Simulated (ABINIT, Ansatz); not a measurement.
# Selenium (P3_121, 3 atoms a cell): G0W0 with ABINIT, start to end, part 2 of 3

Aim: the G0W0 gap of Selenium (P3_121, 3 atoms a cell) on PBE, step by step.

ABINIT 10.8.3; PBE and many-body steps on it, plane waves. Known limits of the many-body steps: short of the basis limit; no spin-orbit coupling; coarse k mesh.

So far. Step 2 (Ground state): The gap is indirect, with the least direct gap 0.23 eV higher.

## 3. Bands along the symmetry lines

Level of this step: DFT, PBE, plane waves, norm-conserving pseudopotentials (ABINIT).

The cheap functional maps the bands first; the places of the edges decide which points the dearer methods must see.

Input file run.abi:

```
acell 3*1.0 Angstrom
rprim 
  4.366199999998 0.000000000000 0.000000000000
  -2.183099999999 3.781240118002 0.000000000000
  0.000000000000 0.000000000000 4.953600000000
ntypat 1
znucl 34
natom 3
typat 1 1 1
xred 
  0.225400000000 -0.000000000000 0.333333333333
  -0.000000000000 0.225400000000 0.666666666667
  0.774600000000 0.774600000000 0.000000000000
pp_dirpath "pseudos"
pseudos "Se.upf"
ecut 48
iscf -2
irdden 1
kptopt 0
nkpt 75
kpt 
  0.00000000 0.00000000 0.00000000
  0.06250000 0.00000000 0.00000000
  0.12500000 0.00000000 0.00000000
  0.18750000 0.00000000 0.00000000
  0.25000000 0.00000000 0.00000000
  0.31250000 0.00000000 0.00000000
  0.37500000 0.00000000 0.00000000
  0.43750000 0.00000000 0.00000000
  0.50000000 0.00000000 0.00000000
  0.47916667 0.04166667 0.00000000
  0.45833333 0.08333333 0.00000000
  0.43750000 0.12500000 0.00000000
  0.41666666 0.16666666 0.00000000
  0.39583333 0.20833333 0.00000000
  0.37500000 0.25000000 0.00000000
  0.35416666 0.29166666 0.00000000
  0.33333333 0.33333333 0.00000000
  0.29166666 0.29166666 0.00000000
  0.25000000 0.25000000 0.00000000
  0.20833333 0.20833333 0.00000000
  0.16666666 0.16666666 0.00000000
  0.12500000 0.12500000 0.00000000
  0.08333333 0.08333333 0.00000000
  0.04166667 0.04166667 0.00000000
  0.00000000 0.00000000 0.00000000
  0.00000000 0.00000000 0.06250000
  0.00000000 0.00000000 0.12500000
  0.00000000 0.00000000 0.18750000
  0.00000000 0.00000000 0.25000000
  0.00000000 0.00000000 0.31250000
  0.00000000 0.00000000 0.37500000
  0.00000000 0.00000000 0.43750000
  0.00000000 0.00000000 0.50000000
  0.06250000 0.00000000 0.50000000
  0.12500000 0.00000000 0.50000000
  0.18750000 0.00000000 0.50000000
  0.25000000 0.00000000 0.50000000
  0.31250000 0.00000000 0.50000000
  0.37500000 0.00000000 0.50000000
  0.43750000 0.00000000 0.50000000
  0.50000000 0.00000000 0.50000000
  0.47916667 0.04166667 0.50000000
  0.45833333 0.08333333 0.50000000
  0.43750000 0.12500000 0.50000000
  0.41666666 0.16666666 0.50000000
  0.39583333 0.20833333 0.50000000
  0.37500000 0.25000000 0.50000000
  0.35416666 0.29166666 0.50000000
  0.33333333 0.33333333 0.50000000
  0.29166666 0.29166666 0.50000000
  0.25000000 0.25000000 0.50000000
  0.20833333 0.20833333 0.50000000
  0.16666666 0.16666666 0.50000000
  0.12500000 0.12500000 0.50000000
  0.08333333 0.08333333 0.50000000
  0.04166667 0.04166667 0.50000000
  0.00000000 0.00000000 0.50000000
  0.50000000 0.00000000 0.50000000
  0.50000000 0.00000000 0.43750000
  0.50000000 0.00000000 0.37500000
  0.50000000 0.00000000 0.31250000
  0.50000000 0.00000000 0.25000000
  0.50000000 0.00000000 0.18750000
  0.50000000 0.00000000 0.12500000
  0.50000000 0.00000000 0.06250000
  0.50000000 -0.00000000 0.00000000
  0.33333333 0.33333333 0.50000000
  0.33333333 0.33333333 0.43750000
  0.33333333 0.33333333 0.37500000
  0.33333333 0.33333333 0.31250000
  0.33333333 0.33333333 0.25000000
  0.33333333 0.33333333 0.18750000
  0.33333333 0.33333333 0.12500000
  0.33333333 0.33333333 0.06250000
  0.33333333 0.33333333 0.00000000
istwfk *1
nband 43
nbdbuf 2
tolwfr 1e-08
nstep 40
prtwf 0
prtvol 0
indata_prefix "in"
outdata_prefix "out"
tmpdata_prefix "tmp"
```

Launch:

```
$ OMP_NUM_THREADS=1 mpirun -n 8 abinit run.abi > log
```

The log of the run:

```text
.Version 10.8.3 of ABINIT. v10.8.2 released Aug 2026.

 Symmetries : space group P3_1 2 1 (#152); Bravais hP (primitive hexag.)
[... echo of the input left out ...]
== DATASET  1 ==================================================================
-   mpi_nproc: 8, omp_nthreads: 1 (-1 if OMP is not activated)

--- !DatasetInfo
iteration_state: {dtset: 1, }
dimensions: {natom: 3, nkpt: 75, mband: 43, nsppol: 1, nspinor: 1, nspden: 1, mpw: 8802, }
cutoff_energies: {ecut:  48.0, pawecutdg:  -1.0, }
electrons: {nelect:   7.20000000E+01, charge:   0.00000000E+00, occopt:   1.00000000E+00, tsmear:   1.00000000E-02, }

 Real(R)+Recip(G) space primitive vectors, cartesian coordinates (Bohr,Bohr^-1):
 R(1)=  8.2509222  0.0000000  0.0000000  G(1)=  0.1211986  0.0699740  0.0000000
 R(2)= -4.1254611  7.1455082  0.0000000  G(2)=  0.0000000  0.1399481  0.0000000
 R(3)=  0.0000000  0.0000000  9.3609473  G(3)=  0.0000000  0.0000000  0.1068268
 Unit cell volume ucvol=  5.5189368E+02 bohr^3
 Angles (23,13,12)=  9.00000000E+01  9.00000000E+01  1.20000000E+02 degrees

 getcut: wavevector=  0.0000  0.0000  0.0000  ngfft=  54  54  60
         ecut(hartree)=     48.000   => boxcut(ratio)=   2.05516

--- Pseudopotential description ------------------------------------------------
- Se Generated using ONCVPSP code by D. R. Hamann
- 34.00000  24.00000  171031                  znucl, zion, pspdat
12 -101130 2 -1 1214                          pspcod,pspxc,lmax,lloc,mmax
     nproj     2     2     2
  pspatm : epsatm=   25.39064422
         --- l  ekb(1:nproj) -->
             0    3.556845   -2.828139
             1   -7.179526   -2.430107
             2  -10.025082   -4.447563
 pspatm: atomic psp has been read  and splines computed

--------------------------------------------------------------------------------

================================================================================
 prteigrs : about to open file out_EIG
 Non-SCF case, kpt    1 (  0.00000  0.00000  0.00000), residuals and eigenvalues=
  4.98E-09  2.91E-09  6.20E-09  2.23E-09  1.99E-09  6.76E-09  5.35E-09  9.97E-09
  1.63E-09  1.35E-09  3.42E-09  9.72E-09  3.30E-09  7.78E-09  2.19E-09  1.78E-09
  2.97E-09  1.69E-09  9.52E-09  2.10E-09  3.06E-09  2.92E-09  2.13E-09  3.49E-09
[...]
-7.5047E+00 -7.5047E+00 -7.5047E+00 -5.2845E+00 -5.2845E+00 -5.2844E+00
 -5.2822E+00 -5.2822E+00 -5.2822E+00 -5.2740E+00 -5.2740E+00 -5.2739E+00
 -1.6183E+00 -1.6183E+00 -1.6170E+00 -1.6168E+00 -1.6168E+00 -1.6150E+00
[...]
4.6742E-01
 Non-SCF case, kpt    2 (  0.06250  0.00000  0.00000), residuals and eigenvalues=
[...]
4.6680E-01
 Non-SCF case, kpt    3 (  0.12500  0.00000  0.00000), residuals and eigenvalues=
[...]
4.6705E-01
[...]
Non-SCF case, kpt   74 (  0.33333  0.33333  0.06250), residuals and eigenvalues=
[...]
5.1739E-01
 Non-SCF case, kpt   75 (  0.33333  0.33333  0.00000), residuals and eigenvalues=
[...]
-2.5617E-02 -2.5617E-02  5.3648E-02  5.3649E-02  5.8104E-02  9.7376E-02
  2.7014E-01  2.7014E-01  2.9426E-01  3.7432E-01  4.4101E-01  4.4101E-01
  5.1794E-01

--- !ResultsGS
iteration_state: {dtset: 1, }
comment   : Summary of ground state results
lattice_vectors:
- [  8.2509222,   0.0000000,   0.0000000, ]
- [ -4.1254611,   7.1455082,   0.0000000, ]
- [  0.0000000,   0.0000000,   9.3609473, ]
lattice_lengths: [   8.25092,    8.25092,    9.36095, ]
lattice_angles: [ 90.000,  90.000, 120.000, ] # degrees, (23, 13, 12)
lattice_volume:   5.5189368E+02
convergence: {deltae:  0.000E+00, res2:  0.000E+00, residm:  9.997E-09, diffor:  0.000E+00, }
etotal    :  -1.01478471E+03
entropy   :   0.00000000E+00
fermie    :   1.57728916E-01
cartesian_stress_tensor: null
pressure_GPa: null
xred      :
- [  2.2540E-01,   9.2519E-18,   3.3333E-01, Se]
- [  5.0184E-18,   2.2540E-01,   6.6667E-01, Se]
- [  7.7460E-01,   7.7460E-01,  -9.2519E-18, Se]
cartesian_forces: null
force_length_stats: {min: null, max: null, mean: null, }

 Integrated electronic density in atomic spheres:
 ------------------------------------------------
 Atom  Sphere_radius  Integrated_density
[...]
================================================================================

 ----iterations are completed or convergence reached----

 Mean square residual over all n,k,spin=   40.773E-10; max=  99.968E-10
 reduced coordinates (array xred) for    3 atoms
[...]
cartesian coordinates (angstrom) at end:
    1      0.984141     0.000000     1.651200
    2     -0.492071     0.852292     3.302400
    3      1.691029     2.928949    -0.000000
 length scales=  1.889726  1.889726  1.889726 bohr
              =  1.000000  1.000000  1.000000 angstroms
 prteigrs : about to open file out_EIG
 Eigenvalues (hartree) for nkpt=  75  k points:
 kpt#   1, nband= 43, wtk=  1.00000, kpt=  0.0000  0.0000  0.0000 (reduced coord)
[...]
kpt#   2, nband= 43, wtk=  1.00000, kpt=  0.0625  0.0000  0.0000 (reduced coord)
[...]
kpt#   3, nband= 43, wtk=  1.00000, kpt=  0.1250  0.0000  0.0000 (reduced coord)
[...]
kpt#  74, nband= 43, wtk=  1.00000, kpt=  0.3333  0.3333  0.0625 (reduced coord)
[...]
0.43443    0.44305    0.51739
 kpt#  75, nband= 43, wtk=  1.00000, kpt=  0.3333  0.3333  0.0000 (reduced coord)
[...]
-1.60591   -1.60486   -1.60486   -0.40446   -0.28378   -0.28378   -0.02562   -0.02562
   0.05365    0.05365    0.05810    0.09738    0.27014    0.27014    0.29426    0.37432
   0.44101    0.44101    0.51794

== END DATASET(S) ==============================================================
================================================================================

 -outvars: echo values of variables after computation  --------
            nband          43
             nkpt          75
          spgroup         152
 [... the other variables as echoed above ...]

 Calculation completed.
```

Elapsed: 68 s, on 8 MPI ranks of Intel Xeon Platinum 8488C (Sapphire Rapids), shared host; peak memory 1.1 GiB.

This step gave:

- gap: 1.036 eV
- k of the valence top: 0.5, 0, 0.5
- k of the conduction bottom: 0.3333, 0.3333, 0.5
- least direct gap: 1.225 eV

The gap is 1.036 eV, as in the run before at this level.

Electronic bands along the path, in eV, zero at the top of the highest filled band:

```tsv
point	band 33	band 34	band 35	band 36	band 37	band 38	band 39	band 40
Γ	-3.77	-2.05	-2.05	-0.42	1.88	1.88	2.16	6.16
halfway	-3.61	-2.05	-1.66	-0.81	1.88	2.00	2.79	5.96
M	-3.46	-2.91	-1.79	-1.01	1.93	2.32	4.10	5.28
halfway	-3.23	-2.88	-2.12	-1.37	2.33	2.86	3.89	5.68
K	-2.83	-2.83	-2.71	-1.64	3.06	3.06	3.72	5.89
halfway	-3.44	-2.20	-1.71	-1.03	2.10	2.24	2.86	5.81
Γ	-3.77	-2.05	-2.05	-0.42	1.88	1.88	2.16	6.16
halfway	-3.51	-1.96	-1.58	-0.85	1.45	1.52	1.69	6.74
A	-3.40	-1.56	-1.56	-1.13	1.21	1.21	1.28	6.28
halfway	-3.89	-1.73	-1.29	-1.00	1.62	1.97	2.55	6.47
L	-4.25	-1.93	-1.39	0.00	1.66	2.71	2.95	6.27
halfway	-4.64	-1.20	-1.16	-0.02	1.42	2.67	2.86	6.38
H	-4.96	-0.99	-0.23	-0.23	1.04	2.71	2.71	6.66
halfway	-4.14	-1.35	-1.17	-1.11	1.50	2.26	2.71	6.33
A	-3.40	-1.56	-1.56	-1.13	1.21	1.21	1.28	6.28
jump to L	-4.25	-1.93	-1.39	0.00	1.66	2.71	2.95	6.27
halfway	-3.72	-2.00	-1.83	-0.78	1.85	2.58	3.51	6.07
M	-3.46	-2.91	-1.79	-1.01	1.93	2.32	4.10	5.28
jump to H	-4.96	-0.99	-0.23	-0.23	1.04	2.71	2.71	6.66
halfway	-3.85	-2.42	-1.41	-0.59	2.24	3.14	3.16	6.77
K	-2.83	-2.83	-2.71	-1.64	3.06	3.06	3.72	5.89
```

## 4. Empty states on the mesh, 3×3×2 mesh, 119 bands

The sums over transitions need many empty states on a uniform mesh; this step solves for them.

Input file run.abi:

```
acell 3*1.0 Angstrom
rprim 
  4.366199999998 0.000000000000 0.000000000000
  -2.183099999999 3.781240118002 0.000000000000
  0.000000000000 0.000000000000 4.953600000000
ntypat 1
znucl 34
natom 3
typat 1 1 1
xred 
  0.225400000000 -0.000000000000 0.333333333333
  -0.000000000000 0.225400000000 0.666666666667
  0.774600000000 0.774600000000 0.000000000000
pp_dirpath "pseudos"
pseudos "Se.upf"
ecut 48
ngkpt 3 3 2
nshiftk 1
shiftk 0 0 0
kptopt 1
chksymbreak 0
iscf -2
irdden 1
istwfk *1
nband 119
nbdbuf 10
tolwfr 1e-09
nstep 60
prtvol 0
indata_prefix "in"
outdata_prefix "out"
tmpdata_prefix "tmp"
```

The log of the run:

```text
.Version 10.8.3 of ABINIT. v10.8.2 released Aug 2026.

 Symmetries : space group P3_1 2 1 (#152); Bravais hP (primitive hexag.)
[... echo of the input left out ...]
== DATASET  1 ==================================================================
-   mpi_nproc: 8, omp_nthreads: 1 (-1 if OMP is not activated)
-    --> not optimal distribution: autoparal keyword recommended in input file <--

--- !DatasetInfo
iteration_state: {dtset: 1, }
dimensions: {natom: 3, nkpt: 6, mband: 119, nsppol: 1, nspinor: 1, nspden: 1, mpw: 8799, }
cutoff_energies: {ecut:  48.0, pawecutdg:  -1.0, }
electrons: {nelect:   7.20000000E+01, charge:   0.00000000E+00, occopt:   1.00000000E+00, tsmear:   1.00000000E-02, }

 Real(R)+Recip(G) space primitive vectors, cartesian coordinates (Bohr,Bohr^-1):
 R(1)=  8.2509222  0.0000000  0.0000000  G(1)=  0.1211986  0.0699740  0.0000000
 R(2)= -4.1254611  7.1455082  0.0000000  G(2)=  0.0000000  0.1399481  0.0000000
 R(3)=  0.0000000  0.0000000  9.3609473  G(3)=  0.0000000  0.0000000  0.1068268
 Unit cell volume ucvol=  5.5189368E+02 bohr^3
 Angles (23,13,12)=  9.00000000E+01  9.00000000E+01  1.20000000E+02 degrees

 getcut: wavevector=  0.0000  0.0000  0.0000  ngfft=  54  54  60
         ecut(hartree)=     48.000   => boxcut(ratio)=   2.05516

--- Pseudopotential description ------------------------------------------------
- Se Generated using ONCVPSP code by D. R. Hamann
- 34.00000  24.00000  171031                  znucl, zion, pspdat
12 -101130 2 -1 1214                          pspcod,pspxc,lmax,lloc,mmax
     nproj     2     2     2
  pspatm : epsatm=   25.39064422
         --- l  ekb(1:nproj) -->
             0    3.556845   -2.828139
             1   -7.179526   -2.430107
             2  -10.025082   -4.447563
 pspatm: atomic psp has been read  and splines computed

--------------------------------------------------------------------------------

================================================================================
 prteigrs : about to open file out_EIG
 Non-SCF case, kpt    1 (  0.00000  0.00000  0.00000), residuals and eigenvalues=
  3.27E-10  2.67E-10  6.35E-10  4.93E-10  3.21E-10  3.43E-10  2.32E-10  2.68E-10
  3.58E-10  2.62E-10  2.90E-10  3.01E-10  3.05E-10  4.11E-10  2.76E-10  5.63E-10
  3.61E-10  3.51E-10  3.64E-10  3.61E-10  3.97E-10  6.54E-10  3.12E-10  2.21E-10
[...]
1.53E-06  1.11E-05  5.84E-05  1.36E-04  1.30E-04  6.64E-05  1.12E-04
 -7.5047E+00 -7.5047E+00 -7.5047E+00 -5.2845E+00 -5.2845E+00 -5.2844E+00
 -5.2822E+00 -5.2822E+00 -5.2822E+00 -5.2740E+00 -5.2740E+00 -5.2739E+00
 -1.6183E+00 -1.6183E+00 -1.6170E+00 -1.6168E+00 -1.6168E+00 -1.6150E+00
[...]
1.8094E+00  1.8094E+00  1.8340E+00  1.8370E+00  1.8466E+00  1.8466E+00
  1.8490E+00  1.8881E+00  1.8881E+00  1.8897E+00  2.0529E+00  2.0529E+00
  2.1079E+00  2.1082E+00  2.1190E+00  2.1422E+00  2.1460E+00
 prteigrs : prtvol=0 or 1, do not print more k-points.

--- !ResultsGS
iteration_state: {dtset: 1, }
comment   : Summary of ground state results
lattice_vectors:
- [  8.2509222,   0.0000000,   0.0000000, ]
- [ -4.1254611,   7.1455082,   0.0000000, ]
- [  0.0000000,   0.0000000,   9.3609473, ]
lattice_lengths: [   8.25092,    8.25092,    9.36095, ]
lattice_angles: [ 90.000,  90.000, 120.000, ] # degrees, (23, 13, 12)
lattice_volume:   5.5189368E+02
convergence: {deltae:  0.000E+00, res2:  0.000E+00, residm:  9.952E-10, diffor:  0.000E+00, }
etotal    :  -1.01478471E+03
entropy   :   0.00000000E+00
fermie    :   1.57728916E-01
cartesian_stress_tensor: null
pressure_GPa: null
xred      :
- [  2.2540E-01,   9.2519E-18,   3.3333E-01, Se]
- [  5.0184E-18,   2.2540E-01,   6.6667E-01, Se]
- [  7.7460E-01,   7.7460E-01,  -9.2519E-18, Se]
cartesian_forces: null
force_length_stats: {min: null, max: null, mean: null, }

 Integrated electronic density in atomic spheres:
 ------------------------------------------------
 Atom  Sphere_radius  Integrated_density
[...]
================================================================================

 ----iterations are completed or convergence reached----

 Mean square residual over all n,k,spin=   39.885E-11; max=  99.524E-11
 reduced coordinates (array xred) for    3 atoms
[...]
0.000000      0.225400      0.666667
       0.774600      0.774600     -0.000000

 cartesian coordinates (angstrom) at end:
    1      0.984141     0.000000     1.651200
    2     -0.492071     0.852292     3.302400
    3      1.691029     2.928949    -0.000000
 length scales=  1.889726  1.889726  1.889726 bohr
              =  1.000000  1.000000  1.000000 angstroms
 prteigrs : about to open file out_EIG
 Eigenvalues (hartree) for nkpt=   6  k points:
 kpt#   1, nband=119, wtk=  0.05556, kpt=  0.0000  0.0000  0.0000 (reduced coord)
[...]
1.66082    1.66082    1.71073    1.74359    1.79828    1.79828    1.80936    1.80937
   1.83400    1.83696    1.84662    1.84663    1.84901    1.88812    1.88813    1.88973
   2.05285    2.05287    2.10787    2.10820    2.11903    2.14217    2.14598
 prteigrs : prtvol=0 or 1, do not print more k-points.

== END DATASET(S) ==============================================================
================================================================================

 -outvars: echo values of variables after computation  --------
            nband         119
             nkpt           6
          spgroup         152
 [... the other variables as echoed above ...]

 Calculation completed.
```

Run time: 35 s. Hardware: 8 MPI ranks; peak memory 0.8 GiB.

Numbers from this step:

```yaml
gap: 1.265 eV
k_of_the_valence_top: 0.3333, 0.3333, 0.5
k_of_the_conduction_bottom: 0.3333, 0.3333, 0.5
least_direct_gap: 1.265 eV
k_points_computed: 6
lowest_point_of_the_top_converged_band_above_the_valence_top: 45.70 eV
```

On this mesh the gap is 1.265 eV. The earlier step found 1.036 eV, so this mesh misses an edge.

## 5. Screening, 3×3×2 mesh, 109 bands, screening to 119.7 eV

The RPA dielectric matrix is built and inverted for each q.

This step: RPA screening on PBE, plane waves, norm-conserving pseudopotentials.

run.abi, as its differences from that of step 4:

```diff
@@ -21,10 +21,11 @@
 chksymbreak 0
-iscf -2
-irdden 1
 istwfk *1
-nband 119
-nbdbuf 10
-tolwfr 1e-09
-nstep 60
-prtvol 0
+occopt 1
+irdwfk 1
+optdriver 3
+nband 109
+ecuteps 4.4
+inclvkb 2
+awtr 1
+symchi 1
 indata_prefix "in"
```

The log of the run:

```text
.Version 10.8.3 of ABINIT. v10.8.2 released Aug 2026.

 Symmetries : space group P3_1 2 1 (#152); Bravais hP (primitive hexag.)
[... echo of the input left out ...]
== DATASET  1 ==================================================================
-   mpi_nproc: 8, omp_nthreads: 1 (-1 if OMP is not activated)

--- !DatasetInfo
iteration_state: {dtset: 1, }
dimensions: {natom: 3, nkpt: 6, mband: 109, nsppol: 1, nspinor: 1, nspden: 1, mpw: 8799, }
cutoff_energies: {ecut:  48.0, pawecutdg:  -1.0, }
electrons: {nelect:   7.20000000E+01, charge:   0.00000000E+00, occopt:   1.00000000E+00, tsmear:   1.00000000E-02, }

 SCREENING: Calculation of the susceptibility and dielectric matrices

 Based on a program developped by R.W. Godby, V. Olevano, G. Onida, and L. Reining.
 Incorporated in ABINIT by V. Olevano, G.-M. Rignanese, and M. Torrent.
.Using double precision arithmetic ; gwpc =  8

[... cell and pseudopotentials left out ...]
--------------------------------------------------------------------------------

 ==== K-mesh for the wavefunctions ====
 Number of points in the irreducible wedge :     6
[... list of points left out ...]
 Together with  6 symmetry operations and time-reversal symmetry
 yields    18 points in the full Brillouin Zone.

 ==== Q-mesh for the screening function ====
 Number of points in the irreducible wedge :     6
[... list of points left out ...]
 Together with  6 symmetry operations and time-reversal symmetry
 yields    18 points in the full Brillouin Zone.

 setmesh: FFT mesh size selected  =    36x   36x   45
          total number of points  =        58320

 vcoul_init : cutoff-mode = AUXILIARY_FUNCTION
 q-points for optical limit:   1
     1)      0.000010    0.000020    0.000030

- screening: taking advantage of time-reversal symmetry
- Maximum band index for partially occupied states nbvw = 36
- Remaining bands to be divided among processors   nbcw = 73
- Number of bands treated by each node ~9

 Number of electrons calculated from density =   72.0000; Expected =   72.0000
 average of density, n =  0.130460
 r_s =    1.2231
 omega_plasma =   34.8413 [eV]

 calculating chi0 at frequencies [eV] :
  1    0.000000E+00    0.000000E+00
  2    0.000000E+00    3.484128E+01

--------------------------------------------------------------------------------
  q-point number  1        q = ( 0.000000, 0.000000, 0.000000) [r.l.u.]
--------------------------------------------------------------------------------
[... chi0 elements left out ...]
 For q-point:  0.000010 0.000020 0.000030
  dielectric constant =  15.6591
  dielectric constant without local fields =  17.8171

  Average fulfillment of the sum rule on Im[epsilon] for q-point    1 :     26.02  [%]
[... wings left out ...]
  q-point number  2        q = ( 0.333333, 0.000000, 0.000000) [r.l.u.]
--------------------------------------------------------------------------------
[... chi0 elements left out ...]
  Average fulfillment of the sum rule on Im[epsilon] for q-point    2 :     28.69  [%]

 [... 4 further q-points ...]
```

Wall time 32 s (8 MPI ranks); peak memory 3.1 GiB.

This step gave:

```
ε∞ with local fields, on this mesh    : 15.66
ε∞ without local fields, on this mesh : 17.82
plasma frequency                      : 34.84 eV
plane waves in the screening matrix   : 237
```

Local fields lower ε∞ by 12 %. On a Γ-centred mesh this coarse the value itself is usually too large, while a short band sum pulls it down.

(Part 2 of 3 ends here.)

[Long decimals in the printed logs are rounded to 6 places.]

[Logs are printed without paths, hosts, clocks, repeated set-up lines and the standing remarks that a program may print on its own settings, such as how far it seeks lower states.]

[Paths, hosts, dates, memory and timing lines, banners, echoed tables and standing remarks are left out of the program output; an Ansatz launch command may be rebuilt from the run's recorded settings. Measured values are a selection of at most five: reports struck by readers or far from the other reports are left out. None is set beside runs whose start may be inverted or whose files or cutoffs have a known fault.]

[Runs of the session that timed out or met a known fault of the program may be left out.]

[Hosts, paths, dates, database ids (printed as entryN), source tags and the programs' standing remarks are cut or masked in the printed files.]

[G0W0 gaps are taken among the corrected bands and points alone; a level outside them can change the order at an edge.]

[Where Ansatz stands beside ABINIT at settings called matched, ABINIT's density can come from a denser mesh and the files from another edition; pairs whose starting gaps differed by over 0.03 eV were left out, so agreement reads better than it is.]
